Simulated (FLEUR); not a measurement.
# Anisotropy of free Ni(111) film, 4 layers with FLEUR

One state of free Ni(111) film, 4 layers is converged without symmetry. Force theorems then give its anisotropy.

Program: FLEUR MaX-R8.1. Level of theory: PBE; all-electron FLAPW film, Dirac cores, scalar-relativistic bands. Results are calculated unless marked as measured.

This is a report of a sequence of runs, with most program output left out.

## Step 1: The structure

The cell holds 4 atoms: 4 Ni. Cell: a = 2.492 Å, b = 2.492 Å, c = 20.104 Å, α = 90.0°, β = 90.0°, γ = 120.0°. Layers at typed spacings, unrelaxed. Vacuum lies along c.

Coordinates:

```xyz
4
Lattice="2.4917 0.0000 0.0000 -1.2458 2.1579 0.0000 0.0000 0.0000 20.1035" Properties=species:S:1:pos:R:3
Ni    0.0000    0.0000    7.0000
Ni    1.2459    0.7193    9.0345
Ni    0.0000    1.4386   11.0690
Ni    0.0000    0.0000   13.1035
```

It is built of layers of Ni (space group 225).

## Step 2: Reference state

The force theorems are single passes in this state's potential, so it has to be converged first.

No symmetry is used, so that later steps may turn the spins freely; k and −k are joined. FLEUR takes the sheet as a true film: the images along c are dropped, heights are typed in bohr, and the vacuum on both sides is semi-infinite. inpgen writes inp.xml from crystal.txt; cutoffs, mixing, functional, smearing and local orbitals are then set in the file. The k list scf (kpts.xml, not shown) is a Γ-centred 14×14×1 mesh; where the ranks do not divide the number of points, some are split in two of half the weight.

Input file inp.xml:

```
<?xml version="1.0" encoding="UTF-8" standalone="no"?>
<fleurInput fleurInputVersion="0.39">
   <comment>
      Ni
   </comment>
   <calculationSetup>
      <cutoffs Kmax="3.66" Gmax="11.0" GmaxXC="11.0" numbands="0"/>
      <scfLoop itmax="150" minDistance="0.00002" maxIterBroyd="15" imix="Anderson" alpha="0.03" precondParam="0.0" spinf="2.0" sdNocoIR="T"/>
      <coreElectrons ctail="F" frcor="F" kcrel="0" coretail_lmax="0"/>
      <xcFunctional name="pbe" relativisticCorrections="F"/>
      <magnetism jspins="2" l_noco="F" l_ss="F">
         <qss>0.0 0.0 0.0</qss>
         <mtNocoParams l_mperp="F" l_mtNocoPot="F" l_relaxSQA="F" mag_mixing_scheme="0" mix_RelaxWeightOffD="1.0" l_constrained="F" mix_constr="1.0"/>
         <sourceFreeMag l_sourceFree="F" l_scaleMag="F" mag_scale="1.0"/>
      </magnetism>
      <soc l_soc="F" theta="0.0" phi="0.0" spav="F"/>
      <expertModes spex="0" secvar="F"/>
      <geometryOptimization l_f="F" forcealpha="1.0" forcemix="BFGS" epsdisp="0.00001" epsforce="0.00001"/>
      <ldaU l_linMix="F" mixParam="0.05" spinf="1.0"/>
   </calculationSetup>
   <cell>
      <bzIntegration valenceElectrons="72.0" mode="hist" fermiSmearingEnergy="0.00183747">
         <kPointListSelection listName="scf"/>
         <xi:include xmlns:xi="http://www.w3.org/2001/XInclude" href="kpts.xml"> </xi:include>
      </bzIntegration>
      <xi:include xmlns:xi="http://www.w3.org/2001/XInclude" href="sym.xml"> </xi:include>
      <filmLattice scale="1.0" dVac="16.81" dTilda="19.31">
         <bravaisMatrixFilm>
            <row-1>    4.7086300406703598     0.0000001262337051</row-1>
            <row-2>   -2.3543151296652853     4.0777931691130949</row-2>
         </bravaisMatrixFilm>
         <vacuumEnergyParameters vacuum="1" spinUp="-.25" spinDown="-.25"/>
         <vacuumEnergyParameters vacuum="2" spinUp="-.25" spinDown="-.25"/>
      </filmLattice>
   </cell>
   <atomSpecies>
      <species name="Nickel (Ni1.000" element="Ni" atomicNumber="28">
         <mtSphere radius="2.24" gridPoints="741" logIncrement="0.016"/>
         <atomicCutoffs lmax="8" lnonsphr="6"/>
         <electronConfig flipSpins="F">
            <coreConfig>(1s1/2) (2s1/2) (2p1/2) (2p3/2)</coreConfig>
            <valenceConfig>(3s1/2) (3p1/2) (3p3/2) (4s1/2) (3d3/2) (3d5/2)</valenceConfig>
            <stateOccupation state="(3d3/2)" spinUp="1.6" spinDown="1.6"/>
            <stateOccupation state="(3d5/2)" spinUp="2.9" spinDown="1.9"/>
         </electronConfig>
         <energyParameters s="4" p="4" d="3" f="4"/>
         <lo type="SCLO" l="0" n="3" eDeriv="0"/>
         <lo type="SCLO" l="1" n="3" eDeriv="0"/>
      </species>
   </atomSpecies>
   <atomGroups>
      <atomGroup species="Nickel (Ni1.000">
         <filmPos label="                   1">.0000000000 .0000000000 -5.7669745486</filmPos>
         <force calculate="T" relaxXYZ="TTT"/>
         <nocoParams  alpha="0.0" beta="0.0"/>
      </atomGroup>
      <atomGroup species="Nickel (Ni1.000">
         <filmPos label="                   2">-1.000/3.000 1.000/3.000 -1.9223375129</filmPos>
         <force calculate="T" relaxXYZ="TTT"/>
         <nocoParams  alpha="0.0" beta="0.0"/>
      </atomGroup>
      <atomGroup species="Nickel (Ni1.000">
         <filmPos label="                   3">1.000/3.000 -1.000/3.000 1.9223375129</filmPos>
         <force calculate="T" relaxXYZ="TTT"/>
         <nocoParams  alpha="0.0" beta="0.0"/>
      </atomGroup>
      <atomGroup species="Nickel (Ni1.000">
         <filmPos label="                   4">.0000000000 .0000000000 5.7669745486</filmPos>
         <force calculate="T" relaxXYZ="TTT"/>
         <nocoParams  alpha="0.0" beta="0.0"/>
      </atomGroup>
   </atomGroups>
   <output dos="F" band="F" slice="F">
      <bandDOS minEnergy="-.5*Htr" maxEnergy="0.5*Htr" sigma="0.015" storeEVData="T"/>
      <plotting iplot="0" polar="F">
         <plot TwoD="T" vec1="  1.0  0.0  0.0" vec2="  0.0  1.0  0.0" vec3="  0.0  0.0  1.0" zero="  0.0  0.0 -0.5" file="plot"/>
      </plotting>
      <moessbauerParams electricFieldGradient="F" isomerShift="F" coreHyperfine="F" valenceHyperfine="F"/>
   </output>
</fleurInput>
```

Input file crystal.txt:

```
Ni
&input film=T cartesian=F /
2.49169971213  0.00000006680  0.00000000000
-1.24584991392  2.15787521590  0.00000000000
0.00000000000  0.00000000000  1.00000000000
1.8897261246
1.0 1.0 1.0

4
28 0.00000000000  0.00000000000  -5.76697454864 : 1.000
28 0.66666666667  0.33333333333  -1.92233751292 : 1.000
28 0.33333333333  0.66666666667  1.92233751292 : 1.000
28 0.00000000000  0.00000000000  5.76697454864 : 1.000

&kpt div1=14 div2=14 div3=1 gamma=T /
```

Started as:

```console
> OMP_NUM_THREADS=1 inpgen -f crystal.txt -nosym -noco > inpgen.log  # inp.xml is then edited as shown
> OMP_NUM_THREADS=1 mpirun -n 4 fleur_MPI > fleur.log
```

It took 6.1 min on 4 MPI ranks of Arm Neoverse V1, shared host; peak memory 0.87 GiB.

Spin moment in the muffin-tin sphere by atom:

```
atom  spin moment in the muffin-tin sphere (μB)
 Ni1                                      0.705
 Ni2                                      0.711
 Ni3                                      0.711
 Ni4                                      0.705
```

Read from the output:

```
free energy                                                       : -165534.3931 eV
program's band gap on this mesh (in a metal only a level spacing) : 1.00e-10 eV
magnetization                                                     : 2.687 μB
final state                                                       : ferromagnetic
```

After 49 cycles the largest moment stands at 0.711 μB.

## Step 3: Anisotropy by the force theorem, rung 1

Anisotropy is a small difference, so it is taken from sums over occupied states at a frozen potential, where most errors cancel.

One pass with spin–orbit coupling for each direction, from the saved density. Inversion lets half of the mesh serve, which the program's warning doesn't know. The k list mae (kpts.xml, not shown) is a Γ-centred 23×23×1 mesh.

inp.xml, as its differences from that of step 2:

```diff
@@ -6,4 +6,4 @@
    <calculationSetup>
-      <cutoffs Kmax="3.66" Gmax="11.0" GmaxXC="11.0" numbands="0"/>
-      <scfLoop itmax="150" minDistance="0.00002" maxIterBroyd="15" imix="Anderson" alpha="0.03" precondParam="0.0" spinf="2.0" sdNocoIR="T"/>
+      <cutoffs Kmax="3.66" Gmax="11.0" GmaxXC="11.0" numbands="136"/>
+      <scfLoop itmax="1" minDistance="0.00002" maxIterBroyd="15" imix="Anderson" alpha="0.03" precondParam="0.0" spinf="2.0" sdNocoIR="T"/>
       <coreElectrons ctail="F" frcor="F" kcrel="0" coretail_lmax="0"/>
@@ -15,3 +15,3 @@
       </magnetism>
-      <soc l_soc="F" theta="0.0" phi="0.0" spav="F"/>
+      <soc l_soc="T" theta="0.0" phi="0.0" spav="F"/>
       <expertModes spex="0" secvar="F"/>
@@ -22,3 +22,3 @@
       <bzIntegration valenceElectrons="72.0" mode="hist" fermiSmearingEnergy="0.00183747">
-         <kPointListSelection listName="scf"/>
+         <kPointListSelection listName="mae"/>
          <xi:include xmlns:xi="http://www.w3.org/2001/XInclude" href="kpts.xml"> </xi:include>
@@ -79,2 +79,5 @@
    </output>
+   <forceTheorem>
+      <MAE theta="0.0 1.5707963 1.5707963" phi="0.0 0.0 1.5707963"/>
+   </forceTheorem>
 </fleurInput>
```

Started as:

```console
> OMP_NUM_THREADS=1 mpirun -n 4 fleur_MPI -warn_only > fleur.log
```

Elapsed: 1.7 min, on 4 MPI ranks; peak memory 1.2 GiB.

Anisotropy energies, by row:

```
axis  x  y  z  band energy less the first axis' (meV a cell)
   z  0  0  1                                              0
   x  1  0  0                                        -0.5079
   y  0  1  0                                        -0.5072
```

Shape anisotropy is not in these numbers.

## Step 4: Energy against the direction of the moments, rung 2

A second rung shows how far the first can be trusted.

The k list mae (kpts.xml, not shown) is a Γ-centred 35×35×1 mesh.

inp.xml is that of step 3.

It took 3.9 min on 4 MPI ranks; peak memory 2.2 GiB.

Anisotropy energies, by row:

```
axis  x  y  z  band energy less the first axis' (meV a cell)
   z  0  0  1                                              0
   x  1  0  0                                        -0.3949
   y  0  1  0                                        -0.3943
```

## Step 5: Spin–orbit coupling, moments along z

Spin–orbit coupling ties the spins to the lattice and lets orbital moments form.

A new self-consistent run of the start ferro ++++, with the moments along z. The k list default-1 (kpts.xml, not shown) is a Γ-centred 35×35×1 mesh.

inp.xml, as its differences from that of step 2:

```diff
@@ -6,12 +6,8 @@
    <calculationSetup>
-      <cutoffs Kmax="3.66" Gmax="11.0" GmaxXC="11.0" numbands="0"/>
+      <cutoffs Kmax="3.66" Gmax="11.0" GmaxXC="11.0" numbands="152"/>
       <scfLoop itmax="150" minDistance="0.00002" maxIterBroyd="15" imix="Anderson" alpha="0.03" precondParam="0.0" spinf="2.0" sdNocoIR="T"/>
-      <coreElectrons ctail="F" frcor="F" kcrel="0" coretail_lmax="0"/>
+      <coreElectrons ctail="T" frcor="F" kcrel="0" coretail_lmax="0"/>
       <xcFunctional name="pbe" relativisticCorrections="F"/>
-      <magnetism jspins="2" l_noco="F" l_ss="F">
-         <qss>0.0 0.0 0.0</qss>
-         <mtNocoParams l_mperp="F" l_mtNocoPot="F" l_relaxSQA="F" mag_mixing_scheme="0" mix_RelaxWeightOffD="1.0" l_constrained="F" mix_constr="1.0"/>
-         <sourceFreeMag l_sourceFree="F" l_scaleMag="F" mag_scale="1.0"/>
-      </magnetism>
-      <soc l_soc="F" theta="0.0" phi="0.0" spav="F"/>
+      <magnetism jspins="2"/>
+      <soc l_soc="T" theta="0.0" phi="0.0" spav="F"/>
       <expertModes spex="0" secvar="F"/>
@@ -22,3 +18,3 @@
       <bzIntegration valenceElectrons="72.0" mode="hist" fermiSmearingEnergy="0.00183747">
-         <kPointListSelection listName="scf"/>
+         <kPointListSelection listName="default-1"/>
          <xi:include xmlns:xi="http://www.w3.org/2001/XInclude" href="kpts.xml"> </xi:include>
@@ -32,3 +28,2 @@
          <vacuumEnergyParameters vacuum="1" spinUp="-.25" spinDown="-.25"/>
-         <vacuumEnergyParameters vacuum="2" spinUp="-.25" spinDown="-.25"/>
       </filmLattice>
@@ -53,4 +48,4 @@
          <filmPos label="                   1">.0000000000 .0000000000 -5.7669745486</filmPos>
+         <filmPos label="                   4">.0000000000 .0000000000 5.7669745486</filmPos>
          <force calculate="T" relaxXYZ="TTT"/>
-         <nocoParams  alpha="0.0" beta="0.0"/>
       </atomGroup>
@@ -58,14 +53,4 @@
          <filmPos label="                   2">-1.000/3.000 1.000/3.000 -1.9223375129</filmPos>
-         <force calculate="T" relaxXYZ="TTT"/>
-         <nocoParams  alpha="0.0" beta="0.0"/>
-      </atomGroup>
-      <atomGroup species="Nickel (Ni1.000">
          <filmPos label="                   3">1.000/3.000 -1.000/3.000 1.9223375129</filmPos>
          <force calculate="T" relaxXYZ="TTT"/>
-         <nocoParams  alpha="0.0" beta="0.0"/>
-      </atomGroup>
-      <atomGroup species="Nickel (Ni1.000">
-         <filmPos label="                   4">.0000000000 .0000000000 5.7669745486</filmPos>
-         <force calculate="T" relaxXYZ="TTT"/>
-         <nocoParams  alpha="0.0" beta="0.0"/>
       </atomGroup>
```

crystal.txt, as its differences from that of step 2:

```diff
@@ -14,2 +14,3 @@
 
-&kpt div1=14 div2=14 div3=1 gamma=T /
+&soc 0.0000000 0.0000000 /
+&kpt div1=35 div2=35 div3=1 gamma=T /
```

Started as:

```console
> OMP_NUM_THREADS=1 inpgen -f crystal.txt > inpgen.log  # inp.xml is then edited as shown
> OMP_NUM_THREADS=1 mpirun -n 4 fleur_MPI > fleur.log
```

It took 19 min on 4 MPI ranks; peak memory 1 GiB.

Spin moment in the muffin-tin sphere by atom:

```
atom  spin moment in the muffin-tin sphere (μB)
 Ni1                                      0.701
 Ni2                                      0.707
 Ni3                                      0.707
 Ni4                                      0.701
```

Numbers from this step:

- free energy: -165534.4971 eV
- program's band gap on this mesh (in a metal only a level spacing): 2.00e-10 eV
- magnetization: 2.664 μB
- final state: ferromagnetic
- orbital moment along the spin: 0.05474 μB

Orbital moment in the sphere, along the spin axis by atom:

```
atom  orbital moment in the sphere, along the spin axis (μB)
 Ni1                                                  0.0521
 Ni2                                                  0.0547
 Ni3                                                  0.0547
 Ni4                                                  0.0521
```

## Step 6: What came out

```json
{
 "reference state": "ferromagnetic",
 "largest sphere moment": "0.711 μB",
 "easy direction of those tried": "the plane normal to z",
 "energy along x less z, force theorem": "-0.395 meV a primitive cell",
 "orbital moment on the atom of largest spin, along its spin (spin–orbit run)": "0.0547 μB"
}
```

In words: By the force theorem the moments prefer the plane normal to z, with no direction in it resolved; shape anisotropy is not in it, and in a film it favours the plane. The difference for the second direction goes from -0.51 meV (mesh 23×23×1, 136 states, 6.7 min of CPU time) to -0.39 meV (mesh 35×35×1, 136 states, 15 min), so it is not converged. The orbital moment is parallel to the spin, as Hund's third rule has it for a shell over half filled. The state was typed, and no other order was converged beside it, so it need not be the ground state.

[Logs and program files are shortened in this print: banners, set-up blocks, solver, clock and traceback lines can be left out without a mark of their own.]

[Logs are printed without paths, hosts, clocks, repeated set-up lines and the standing remarks that a program may print on its own settings, such as how far it seeks lower states.]

[Hosts, paths, dates, database ids (printed as entryN), source tags and the programs' standing remarks are cut or masked in the printed files.]

[Where a cell is said to come from a database of computed structures, the database is the Materials Project.]
